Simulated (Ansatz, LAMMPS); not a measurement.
# Squeezing and shearing amorphous 62TiO2-38Al2O3 (mol %) (90 atoms)

Aim: relax amorphous 62TiO2-38Al2O3 (mol %) (90 atoms), then change its volume and shape to read moduli from the stress.

Calculated with Ansatz 0.2.0; Kohn-Sham DFT, PBE, PAW (set soft_2), plane waves.

### 1. Set-up

The cell holds 90 atoms: 15 Ti, 18 Al and 57 O. Its edges and angles: a = 10.196 Å, b = 10.196 Å, c = 10.196 Å, α = 90.0°, β = 90.0°, γ = 90.0°. 90 atoms (15 Ti, 18 Al, 57 O) placed at random at 3.31 g/cm³, melted at 5000 K for 10 ps at fixed volume with the Morse and Coulomb pair potential with partial charges (Pedone, Malavasi, Menziani, Cormack and Segre, J. Phys. Chem. B 110, 11780 (2006)). Quenched from 5000 K to 300 K at 50 K/ps and fixed volume, held 5 ps, then minimised at fixed cell.

Limits known from the start: The quench rate of 50 K/ps is orders of magnitude faster than experiment, which tends to freeze in extra defects. The network of bonds at the start is that of the classical potential that made the cell, and needn't be the one that DFT or experiment would give. Sampling is at Γ alone.

### 2. Single point at the start

The forces at the start show how far the geometry lies from a minimum of this functional.

The input, input.yaml:

```yaml
crystal:
  lattice:
    - [10.196, 0.0, 0.0]
    - [0.0, 10.196, 0.0]
    - [0.0, 0.0, 10.196]
  atoms:
    - { symbol: Ti, position: [0.79074, 0.24971, 0.38173] }
    - { symbol: Ti, position: [0.56631, 0.42919, 0.67179] }
    - { symbol: Ti, position: [0.54504, 0.15976, 0.06138] }
    - { symbol: Ti, position: [0.80412, 0.28748, 0.87824] }
    - { symbol: Ti, position: [0.56551, 0.67653, 0.95195] }
    - { symbol: Ti, position: [0.09262, 0.47475, 0.83663] }
    - { symbol: Ti, position: [0.95066, 0.67225, 0.32542] }
    - { symbol: Ti, position: [0.19934, 0.17508, 0.26057] }
    - { symbol: Ti, position: [0.29504, 0.63438, 0.61131] }
    - { symbol: Ti, position: [0.68337, 0.91022, 0.18858] }
    - { symbol: Ti, position: [0.35704, 0.89149, 0.94213] }
    - { symbol: Ti, position: [0.33952, 0.44003, 0.02095] }
    - { symbol: Ti, position: [0.74761, 0.49113, 0.1565] }
    - { symbol: Ti, position: [0.95688, 0.89079, 0.58011] }
    - { symbol: Ti, position: [0.4342, 0.17605, 0.47432] }
    - { symbol: Al, position: [0.85985, 0.71518, 0.81548] }
    - { symbol: Al, position: [0.47984, 0.87616, 0.68504] }
    - { symbol: Al, position: [0.37534, 0.48523, 0.36088] }
    - { symbol: Al, position: [0.95964, 0.03388, 0.17769] }
    - { symbol: Al, position: [0.16136, 0.85442, 0.31063] }
    - { symbol: Al, position: [0.10824, 0.6966, 0.04636] }
    - { symbol: Al, position: [0.9918, 0.20794, 0.62853] }
    - { symbol: Al, position: [0.09781, 0.41553, 0.47732] }
    - { symbol: Al, position: [0.66235, 0.02747, 0.56818] }
    - { symbol: Al, position: [0.0235, 0.90443, 0.89413] }
    - { symbol: Al, position: [0.4508, 0.85298, 0.43099] }
    - { symbol: Al, position: [0.44491, 0.69816, 0.22312] }
    - { symbol: Al, position: [0.20033, 0.01556, 0.67855] }
    - { symbol: Al, position: [0.27711, 0.26195, 0.7179] }
    - { symbol: Al, position: [0.09603, 0.19219, 0.9511] }
    - { symbol: Al, position: [0.86692, 0.5585, 0.59843] }
    - { symbol: Al, position: [0.64011, 0.65776, 0.46736] }
    - { symbol: Al, position: [0.71078, 0.98027, 0.87225] }
    - { symbol: O, position: [0.47764, 0.78491, 0.83324] }
    - { symbol: O, position: [0.66105, 0.88066, 0.01335] }
    - { symbol: O, position: [0.43575, 0.34524, 0.42112] }
    - { symbol: O, position: [0.93608, 0.51474, 0.74912] }
    - { symbol: O, position: [0.89249, 0.16203, 0.2645] }
    - { symbol: O, position: [0.87932, 0.18073, 0.75061] }
    - { symbol: O, position: [0.9818, 0.54521, 0.46242] }
    - { symbol: O, position: [0.33433, 0.80088, 0.57369] }
    - { symbol: O, position: [0.1565, 0.13692, 0.80213] }
    - { symbol: O, position: [0.46017, 0.53449, 0.93134] }
    - { symbol: O, position: [0.7135, 0.6571, 0.85993] }
    - { symbol: O, position: [0.57799, 0.78697, 0.55756] }
    - { symbol: O, position: [0.44483, 0.55201, 0.64324] }
    - { symbol: O, position: [0.2567, 0.36029, 0.86391] }
    - { symbol: O, position: [0.09059, 0.73336, 0.21012] }
    - { symbol: O, position: [0.45297, 0.30522, 0.06839] }
    - { symbol: O, position: [0.35351, 0.12316, 0.31946] }
    - { symbol: O, position: [0.04677, 0.05794, 0.56805] }
    - { symbol: O, position: [0.76183, 0.37812, 0.02699] }
    - { symbol: O, position: [0.04062, 0.81306, 0.43505] }
    - { symbol: O, position: [0.91098, 0.29567, 0.50428] }
    - { symbol: O, position: [0.63087, 0.08129, 0.19492] }
    - { symbol: O, position: [0.33944, 0.96319, 0.76991] }
    - { symbol: O, position: [0.16936, 0.5467, 0.99682] }
    - { symbol: O, position: [0.9982, 0.32905, 0.91346] }
    - { symbol: O, position: [0.24475, 0.53685, 0.4682] }
    - { symbol: O, position: [0.80722, 0.96738, 0.5253] }
    - { symbol: O, position: [0.61858, 0.98642, 0.72883] }
    - { symbol: O, position: [0.17703, 0.22277, 0.09547] }
    - { symbol: O, position: [0.90094, 0.56746, 0.18919] }
    - { symbol: O, position: [0.35197, 0.52415, 0.19403] }
    - { symbol: O, position: [0.49313, 0.00475, 0.50823] }
    - { symbol: O, position: [0.12423, 0.33948, 0.63712] }
    - { symbol: O, position: [0.85393, 0.90357, 0.83396] }
    - { symbol: O, position: [0.78144, 0.69014, 0.38111] }
    - { symbol: O, position: [0.18527, 0.85356, 0.97779] }
    - { symbol: O, position: [0.98077, 0.72373, 0.93648] }
    - { symbol: O, position: [0.44691, 0.29281, 0.67796] }
    - { symbol: O, position: [0.62701, 0.61806, 0.12122] }
    - { symbol: O, position: [0.28732, 0.13949, 0.58198] }
    - { symbol: O, position: [0.42891, 0.03723, 0.00964] }
    - { symbol: O, position: [0.18294, 0.59376, 0.73386] }
    - { symbol: O, position: [0.68598, 0.36219, 0.77286] }
    - { symbol: O, position: [0.56376, 0.83883, 0.29181] }
    - { symbol: O, position: [0.49425, 0.61511, 0.37654] }
    - { symbol: O, position: [0.32129, 0.80949, 0.32008] }
    - { symbol: O, position: [0.65785, 0.18361, 0.48544] }
    - { symbol: O, position: [0.68911, 0.13916, 0.94414] }
    - { symbol: O, position: [0.8567, 0.90336, 0.19965] }
    - { symbol: O, position: [0.08196, 0.88829, 0.72682] }
    - { symbol: O, position: [0.99927, 0.04789, 0.00658] }
    - { symbol: O, position: [0.72484, 0.38731, 0.29582] }
    - { symbol: O, position: [0.117, 0.01208, 0.25626] }
    - { symbol: O, position: [0.88094, 0.73071, 0.64191] }
    - { symbol: O, position: [0.15157, 0.31129, 0.35755] }
    - { symbol: O, position: [0.69753, 0.52528, 0.56947] }
    - { symbol: O, position: [0.41734, 0.76452, 0.06843] }
kpoints:
  mp_grid: { grid: [1, 1, 1] }
hamiltonian:
  xc: pbe
scf:
  occupations: { method: gaussian, width: 0.05 }
output:
  forces: true
```

On the command line:

```sh
$ ansatz run input.yaml --threads 4 --pin off --max-ram 8192MiB --backend cpu --events-out ev --progress --plain --runs-dir out
```

Numbers of over 12 decimals in the logs are rounded to 6 here.

What it wrote:

```text
Engine: ansatz 0.2.0, aarch64-unknown-linux-gnu
Pseudopotentials: kind: paw
Pseudopotential: Ti, paw, valence charge 12, recommended cutoff 420 eV (normal), Ti.paw.azcp
Pseudopotential: Al, paw, valence charge 3, recommended cutoff 420 eV (normal), Al.paw.azcp
Pseudopotential: O, paw, valence charge 6, recommended cutoff 420 eV (normal), O.paw.azcp
[... 5 lines on functional and potentials left out ...]
Crystal: 90 atoms, lattice volume = 1059.960 Å³
Basis set: ecut = 420 eV, 20719 PW (Γ), exchange–correlation on 144×144×144 points (8 copies of the dense FFT grid, shifted against one another)
Bands: 378, of which v1, the nominal top of the filled ones, is band 288 counted from 1 (287 counted from 0)
Symmetry: 1 space group operations
Space group: P1 (ITA 1), of the structure as read, at distance tolerance 1.0e-4 Å
k-points: 1
[... 7 lines on functional and potentials left out ...]
Initial density: superposition of atomic densities (neutral atoms: chi_scale 0, normalization atom), corrected by the library's trained network
Initial wavefunctions: pseudopotential atomic-orbital guess
Functional: x = pbe(κ = 0.804, μ = 0.219515), c = pbe(β = 0.066725)
SCF iter   1: F=—  HF=-79628.957270 eV  |F-HF|=—  |Δ(HF+E_count)|=         —  Δρ=4.13e-3  dr2=1.66e-1  ethr=1.77e-3  ⟨swp⟩=6.0  Hψ=1468  notcnv=0  defer=41
preconditioner: auto → Resta (q_TF=auto, 2.465 Å⁻¹)  ε∞=5.5  [insulator: Δε(μ)=2.858 eV  Ē_g=11.451 eV  σ=0.050 eV  W_gap=1.00  n_scr=250 (ndim 8)  ℏωp=24.4 eV  f_vac=0.065  D(μ)=0.00/eV (n_scr^D=0)  ε∞_Penn≈5.5]
SCF iter   2: F=—  HF=-79628.945471 eV  |F-HF|=—  |Δ(HF+E_count)|=   1.18e-2  Δρ=2.18e-3  dr2=3.51e-2  ethr=2.89e-5  ⟨swp⟩=3.0  Hψ=728  notcnv=0  defer=85
SCF iter   3: F=—  HF=-79628.947166 eV  |F-HF|=—  |Δ(HF+E_count)|=   1.69e-3  Δρ=1.17e-3  dr2=1.45e-2  ethr=6.10e-6  ⟨swp⟩=2.0  Hψ=582  notcnv=0  defer=40
automatic band count: iteration 3 solves 333 bands in place of 378: the levels show a gap, and the empty bands left out lie too high to hold charge; the band table lists the bands solved (type scf.n_extra_bands for more)
SCF iter   4: F=—  HF=-79628.947939 eV  |F-HF|=—  |Δ(HF+E_count)|=   7.73e-4  Δρ=3.76e-4  dr2=2.18e-3  ethr=2.51e-6  ⟨swp⟩=2.0  Hψ=456  notcnv=0  defer=40
SCF iter   5: F=—  HF=-79628.947907 eV  |F-HF|=—  |Δ(HF+E_count)|=   3.14e-5  Δρ=1.89e-4  dr2=4.33e-4  ethr=3.79e-7  ⟨swp⟩=2.0  Hψ=502  notcnv=0  defer=40
SCF iter   6: F=—  HF=-79628.947954 eV  |F-HF|=—  |Δ(HF+E_count)|=   4.62e-5  Δρ=1.11e-4  dr2=1.45e-4  ethr=7.52e-8  ⟨swp⟩=2.0  Hψ=503  notcnv=0  defer=40
SCF iter   7: F=—  HF=-79628.947997 eV  |F-HF|=—  |Δ(HF+E_count)|=   4.32e-5  Δρ=4.73e-5  dr2=2.45e-5  ethr=2.51e-8  ⟨swp⟩=2.0  Hψ=481  notcnv=0  defer=40
SCF iter   8: F=—  HF=-79628.949502 eV  |F-HF|=—  |Δ(HF+E_count)|=   1.51e-3  Δρ=1.99e-5  dr2=4.66e-6  ethr=4.25e-9  ⟨swp⟩=2.0  Hψ=617  notcnv=0  defer=39
SCF iter   9: F=—  HF=-79628.949505 eV  |F-HF|=—  |Δ(HF+E_count)|=   2.89e-6  Δρ=1.08e-5  dr2=1.40e-6  ethr=8.10e-10  ⟨swp⟩=2.0  Hψ=564  notcnv=0  defer=39
SCF iter  10: F=—  HF=-79628.949506 eV  |F-HF|=—  |Δ(HF+E_count)|=   4.37e-7  Δρ=5.44e-6  dr2=3.73e-7  ethr=2.43e-10  ⟨swp⟩=2.0  Hψ=574  notcnv=0  defer=39
SCF iter  11: F=-79628.949506 eV  HF=-79628.949506 eV  |F-HF|=1.65e-8  |Δ(HF+E_count)|=   7.86e-8  Δρ=2.35e-6  dr2=6.81e-8  ethr=1.74e-11  ⟨swp⟩=4.0  Hψ=1040  notcnv=0
SCF 1 converged in 11 iterations: F = -79628.949506 eV  dr2 = 6.81e-8
  greatest PAW one-centre occupation: 0.999 electrons in one spin orbital (limit 2), on the Ti atom at site 10 (counted from 0), in its partial waves of l = 0
SCF converged after 11 iterations
Free energy (F): -79628.949506 eV
Harris-Foulkes:  -79628.949506 eV  (|F-HF|=1.65e-8)
Internal energy: -79628.949506 eV  (E = F + TS)
E sigma→0 (E₀):  -79628.949506 eV
Fermi energy:    7.039165 eV
--- Per-component energies (eV) ---
  E_band       = -4219.047348
  E_kinetic    = 14660.898804
  E_local      = -42967.850449  (includes V_loc(G=0)·N_el)
  E_nonlocal   = 2963.506701
  E_hartree    = 16776.455915
  E_xc         = -6434.001678
  E_vxc        = -7782.595578  (∫ρ·V_xc dr)
  E_paw        = -33132.947807  (= ΣΔE_a)
  E_vpaw       = -4646.057917  (= ΣTr[D̂ρ^β])
  E_aug_tail   = 0.143245  (compensation charges beyond the density's cutoff)
  E_ewald      = -31495.154237
  E_smearing   = -0.000000  (= −TS)
  E_closure    = 0.000000  (closes the sum)
  Σ components = -79628.949506   (vs F -79628.949506, Δ=0.00e0)
--- Forces (eV/Å), atoms counted from 1 ---
  atom   1  Ti     0.78907211    -0.79474072    -0.75948429
  atom   2  Ti    -1.12904537    -1.38575676    -0.92790650
  atom   3  Ti     0.66650424    -1.41731715    -0.49474006
  atom   4  Ti     0.65559552    -1.35545124    -0.56599425
  atom   5  Ti     0.74722534     0.66805194     0.68788263
  atom   6  Ti     0.28602051    -0.48543217     0.15096201
  atom   7  Ti    -2.51735993    -0.60354866     0.98532689
  atom   8  Ti    -0.40459293     0.87829389     0.32819760
  atom   9  Ti    -0.19911692    -0.58912909    -0.09054948
  atom  10  Ti     0.16036587     0.77868676    -2.20630137
  atom  11  Ti     0.69184380    -0.74549830    -0.02366787
  atom  12  Ti     0.51552896     0.52733280    -0.49901430
  atom  13  Ti    -0.24190608     0.37332112    -0.01753385
  atom  14  Ti    -0.15738406     0.87349497    -0.27261560
[...]
atom  89  O      0.25518880    -0.09061543    -0.42993816
  atom  90  O     -0.03277193     0.06912904    -0.63880644
  max |Σ_I F_I| component: 5.95e-5 eV/Å
```

It took 11 s on 4 threads of Arm Neoverse V2, shared host; peak memory 1.3 GiB.

The r.m.s. force at the start is 0.66 eV/Å.

### 3. Cell and atoms relaxed

The cell is relaxed with the atoms, since the starting lattice needn't suit this functional.

The input, input.yaml:

```yaml
crystal:
  lattice:
    - [10.196, 0.0, 0.0]
    - [0.0, 10.196, 0.0]
    - [0.0, 0.0, 10.196]
  atoms:
    [... the 90 atom lines of step 2 ...]
kpoints:
  mp_grid: { grid: [1, 1, 1] }
hamiltonian:
  xc: pbe
scf:
  occupations: { method: gaussian, width: 0.05 }
output:
  forces: true
relax:
  f_tol: 0.05
  max_steps: 150
  cell: {}
```

What it wrote:

```text
[...]
Crystal: 90 atoms, lattice volume = 1059.960 Å³
Basis set: ecut = 420 eV, 20719 PW (Γ), exchange–correlation on 144×144×144 points (8 copies of the dense FFT grid, shifted against one another)
Bands: 378, of which v1, the nominal top of the filled ones, is band 288 counted from 1 (287 counted from 0)
Symmetry: 1 space group operations
[...]
k-points: 1
[...]
SCF iter   1: F=—  HF=-79628.957270 eV  |F-HF|=—  |Δ(HF+E_count)|=         —  Δρ=4.13e-3  dr2=1.66e-1  ethr=1.77e-3  ⟨swp⟩=6.0  Hψ=1468  notcnv=0  defer=41
[...]
SCF iter  10: F=—  HF=-79628.949506 eV  |F-HF|=—  |Δ(HF+E_count)|=   4.31e-7  Δρ=5.36e-6  dr2=3.63e-7  ethr=2.37e-10  ⟨swp⟩=2.0  Hψ=574  notcnv=0  defer=84
SCF iter  11: F=-79628.949506 eV  HF=-79628.949506 eV  |F-HF|=1.63e-8  |Δ(HF+E_count)|=   7.73e-8  Δρ=2.31e-6  dr2=6.57e-8  ethr=1.74e-11  ⟨swp⟩=4.0  Hψ=1001  notcnv=0
SCF 1 converged in 11 iterations: F = -79628.949506 eV  dr2 = 6.57e-8
[...]
relax step   1: F+E_penalty+E_count = -79628.94950577 eV  Δ(F+E_penalty+E_count) = +0.000e0 eV  max|allowed force component| = 2.517e0 eV/Å  Δτ_max = 0.0000 Å  P = +7.047 GPa  Ω = 1059.960 Å³  (11 SCF iters, dr2 threshold 1.00e-7 eV, accepted)
[... from here on, the SCF cycles and remarks between the steps are left out ...]
relax step   2: F+E_penalty+E_count = -79630.97728413 eV  Δ(F+E_penalty+E_count) = -2.028e0 eV  max|allowed force component| = 1.426e0 eV/Å  Δτ_max = 0.0968 Å  P = +2.556 GPa  Ω = 1079.973 Å³  energy of the carried Pulay correction = -7.824e-2 eV  (9 SCF iters, dr2 threshold 9.00e-6 eV, accepted)
relax step   3: F+E_penalty+E_count = -79631.80358058 eV  Δ(F+E_penalty+E_count) = -8.263e-1 eV  max|allowed force component| = 4.832e-1 eV/Å  Δτ_max = 0.0934 Å  P = -0.551 GPa  Ω = 1094.300 Å³  energy of the carried Pulay correction = -1.334e-1 eV  (9 SCF iters, dr2 threshold 9.00e-6 eV, accepted)
relax step   4: F+E_penalty+E_count = -79632.24861176 eV  Δ(F+E_penalty+E_count) = -4.450e-1 eV  max|allowed force component| = 5.986e-1 eV/Å  Δτ_max = 0.2000 Å  P = +0.010 GPa  Ω = 1090.573 Å³  energy of the carried Pulay correction = -1.191e-1 eV  (9 SCF iters, dr2 threshold 9.00e-6 eV, accepted)
relax step   5: F+E_penalty+E_count = -79632.54223445 eV  Δ(F+E_penalty+E_count) = -2.936e-1 eV  max|allowed force component| = 4.683e-1 eV/Å  Δτ_max = 0.2000 Å  P = +0.121 GPa  Ω = 1088.854 Å³  energy of the carried Pulay correction = -1.125e-1 eV  (9 SCF iters, dr2 threshold 9.00e-6 eV, accepted)
relax step   6: F+E_penalty+E_count = -79632.75230686 eV  Δ(F+E_penalty+E_count) = -2.101e-1 eV  max|allowed force component| = 3.195e-1 eV/Å  Δτ_max = 0.2000 Å  P = -0.096 GPa  Ω = 1090.801 Å³  energy of the carried Pulay correction = -1.200e-1 eV  (9 SCF iters, dr2 threshold 9.00e-6 eV, accepted)
relax step   7: F+E_penalty+E_count = -79632.79657713 eV  Δ(F+E_penalty+E_count) = -4.427e-2 eV  max|allowed force component| = 4.778e-1 eV/Å  Δτ_max = 0.2000 Å  P = +0.131 GPa  Ω = 1090.641 Å³  energy of the carried Pulay correction = -1.193e-1 eV  (9 SCF iters, dr2 threshold 6.38e-6 eV, accepted)
relax step   8: F+E_penalty+E_count = -79632.80945303 eV  Δ(F+E_penalty+E_count) = -1.288e-2 eV  max|allowed force component| = 3.967e-1 eV/Å  Δτ_max = 0.0452 Å  P = -0.309 GPa  Ω = 1092.057 Å³  energy of the carried Pulay correction = -1.248e-1 eV  (8 SCF iters, dr2 threshold 9.00e-6 eV, accepted)
relax step   9: F+E_penalty+E_count = -79632.90789122 eV  Δ(F+E_penalty+E_count) = -9.844e-2 eV  max|allowed force component| = 2.149e-1 eV/Å  Δτ_max = 0.2000 Å  P = +0.156 GPa  Ω = 1086.624 Å³  energy of the carried Pulay correction = -1.039e-1 eV  (8 SCF iters, dr2 threshold 9.00e-6 eV, accepted)
relax step  10: F+E_penalty+E_count = -79632.90991876 eV  Δ(F+E_penalty+E_count) = -2.028e-3 eV  max|allowed force component| = 2.757e-1 eV/Å  Δτ_max = 0.0590 Å  P = +0.156 GPa  Ω = 1086.937 Å³  energy of the carried Pulay correction = -1.051e-1 eV  (8 SCF iters, dr2 threshold 2.89e-6 eV, accepted)
relax step  11: F+E_penalty+E_count = -79632.86017478 eV  Δ(F+E_penalty+E_count) = +4.974e-2 eV  max|allowed force component| = 2.245e-1 eV/Å  Δτ_max = 0.2000 Å  P = -0.032 GPa  Ω = 1088.478 Å³  energy of the carried Pulay correction = -1.110e-1 eV  (9 SCF iters, dr2 threshold 4.75e-6 eV, rejected (line search))
relax step  12: F+E_penalty+E_count = -79632.92588865 eV  Δ(F+E_penalty+E_count) = -1.597e-2 eV  max|allowed force component| = 1.411e-1 eV/Å  Δτ_max = 0.0731 Å  P = -0.017 GPa  Ω = 1088.515 Å³  energy of the carried Pulay correction = -1.112e-1 eV  (15 SCF iters, accepted)
relax step  13: F+E_penalty+E_count = -79632.94013455 eV  Δ(F+E_penalty+E_count) = -1.425e-2 eV  max|allowed force component| = 7.518e-2 eV/Å  Δτ_max = 0.0427 Å  P = +0.010 GPa  Ω = 1088.231 Å³  energy of the carried Pulay correction = -1.101e-1 eV  (8 SCF iters, dr2 threshold 1.24e-6 eV, accepted)
relax step  14: F+E_penalty+E_count = -79632.94009972 eV  Δ(F+E_penalty+E_count) = +3.482e-5 eV  max|allowed force component| = 3.355e-2 eV/Å  Δτ_max = 0.0169 Å  P = +0.017 GPa  Ω = 1088.540 Å³  energy of the carried Pulay correction = -1.113e-1 eV  (8 SCF iters, dr2 threshold 3.53e-7 eV, accepted)
relax step  15: F+E_penalty+E_count = -79633.11309842 eV  Δ(F+E_penalty+E_count) = -1.730e-1 eV  max|allowed force component| = 3.340e-2 eV/Å  Δτ_max = 0.0000 Å  P = +0.298 GPa  Ω = 1088.540 Å³  stress off target by 6.04e-1 GPa  SCF on the basis re-selected at this cell (its energy is not comparable with the rows above)  (9 SCF iters)
relax step  16: F+E_penalty+E_count = -79633.10224365 eV  Δ(F+E_penalty+E_count) = +1.085e-2 eV  max|allowed force component| = 4.716e-2 eV/Å  Δτ_max = 0.0592 Å  P = +0.007 GPa  Ω = 1093.591 Å³  energy of the carried Pulay correction = -1.971e-2 eV  (9 SCF iters, dr2 threshold 9.11e-7 eV, accepted)
relax step  17: F+E_penalty+E_count = -79633.12196026 eV  Δ(F+E_penalty+E_count) = -1.972e-2 eV  max|allowed force component| = 4.720e-2 eV/Å  Δτ_max = 0.0000 Å  P = +0.018 GPa  Ω = 1093.591 Å³  stress off target by 7.35e-2 GPa  SCF on the basis re-selected at this cell (its energy is not comparable with the rows above)  (8 SCF iters)
relax step  18: F+E_penalty+E_count = -79633.12695797 eV  Δ(F+E_penalty+E_count) = -4.998e-3 eV  max|allowed force component| = 3.140e-2 eV/Å  Δτ_max = 0.0194 Å  P = +0.013 GPa  Ω = 1092.978 Å³  energy of the carried Pulay correction = +2.424e-3 eV  (10 SCF iters, dr2 threshold 1.35e-8 eV, accepted)
relax step  19: F+E_penalty+E_count = -79633.12420146 eV  Δ(F+E_penalty+E_count) = +2.757e-3 eV  max|allowed force component| = 3.138e-2 eV/Å  Δτ_max = 0.0000 Å  P = +0.013 GPa  Ω = 1092.978 Å³  stress off target by 3.74e-2 GPa  SCF on the basis re-selected at this cell (its energy is not comparable with the rows above)  (6 SCF iters)
basis re-selected at this cell: Δ(F+E_penalty+E_count) = +2.757e-3 eV, ΔP = -0.001 GPa vs the last step (what re-selecting the basis moved, of the pressure what is left beyond the Pulay correction that the steps carried, after the strain that the cell walked since its last selection, [...]
SCF converged after 6 iterations
Free energy (F): -79633.124201 eV
[...]
Internal energy: -79633.124201 eV  (E = F + TS)
E sigma→0 (E₀):  -79633.124201 eV
Fermi energy:    6.688468 eV
[...]
Σ components = -79633.124201   (vs F -79633.124201, Δ=0.00e0)
--- Forces (eV/Å), atoms counted from 1 ---
  atom   1  Ti     0.01972372    -0.00022484    -0.01463755
  atom   2  Ti     0.01188499    -0.00199362    -0.00457582
  atom   3  Ti     0.02120637     0.00077141     0.00111898
  atom   4  Ti     0.00309679     0.00504396     0.02480896
[...]
atom  90  O     -0.00006197     0.00614115     0.00164517
  max |Σ_I F_I| component: 7.29e-5 eV/Å
--- Stress (GPa, compression-positive) ---
        0.005599      -0.003746       0.001124
       -0.003752       0.025574      -0.018609
        0.001133      -0.018605       0.006355
  P = ⅓ Tr σ = 0.0125 GPa (0.125 kbar)
--- Relaxed structure (16 steps of the walk, 15 accepted, 3 SCFs on fresh bases) ---
  F+E_penalty+E_count = -79633.12420146 eV   max|allowed force component| = 3.138e-2 eV/Å   (the final SCF, on the basis selected at the relaxed cell)
  cell:  # Å, volume = 1092.9781 Å³
    - [10.145780, -0.180548, 0.070967]
    - [-0.180548, 10.533359, 0.033470]
    - [0.070967, 0.033470, 10.230987]
  atoms:
    - { symbol: Ti, position: [0.792809, 0.242107, 0.367063] }
    - { symbol: Ti, position: [0.549458, 0.419229, 0.632602] }
    - { symbol: Ti, position: [0.551036, 0.143203, 0.050197] }
    - { symbol: Ti, position: [0.803722, 0.326981069444, 0.853929] }
[...]
- { symbol: O, position: [0.424498, 0.755887, 0.062913] }
```

Elapsed: 3.8 min, on 4 threads; peak memory 1.3 GiB; 14 min of CPU time.

The relaxation converged after 16 steps, with a largest force component of 0.031 eV/Å.

[end of part 1 of 3]

[Logs are printed without paths, hosts, clocks, repeated set-up lines and the standing remarks that a program may print on its own settings, such as how far it seeks lower states.]

[Hosts, paths, dates, database ids (printed as entryN), source tags and the programs' standing remarks are cut or masked in the printed files.]
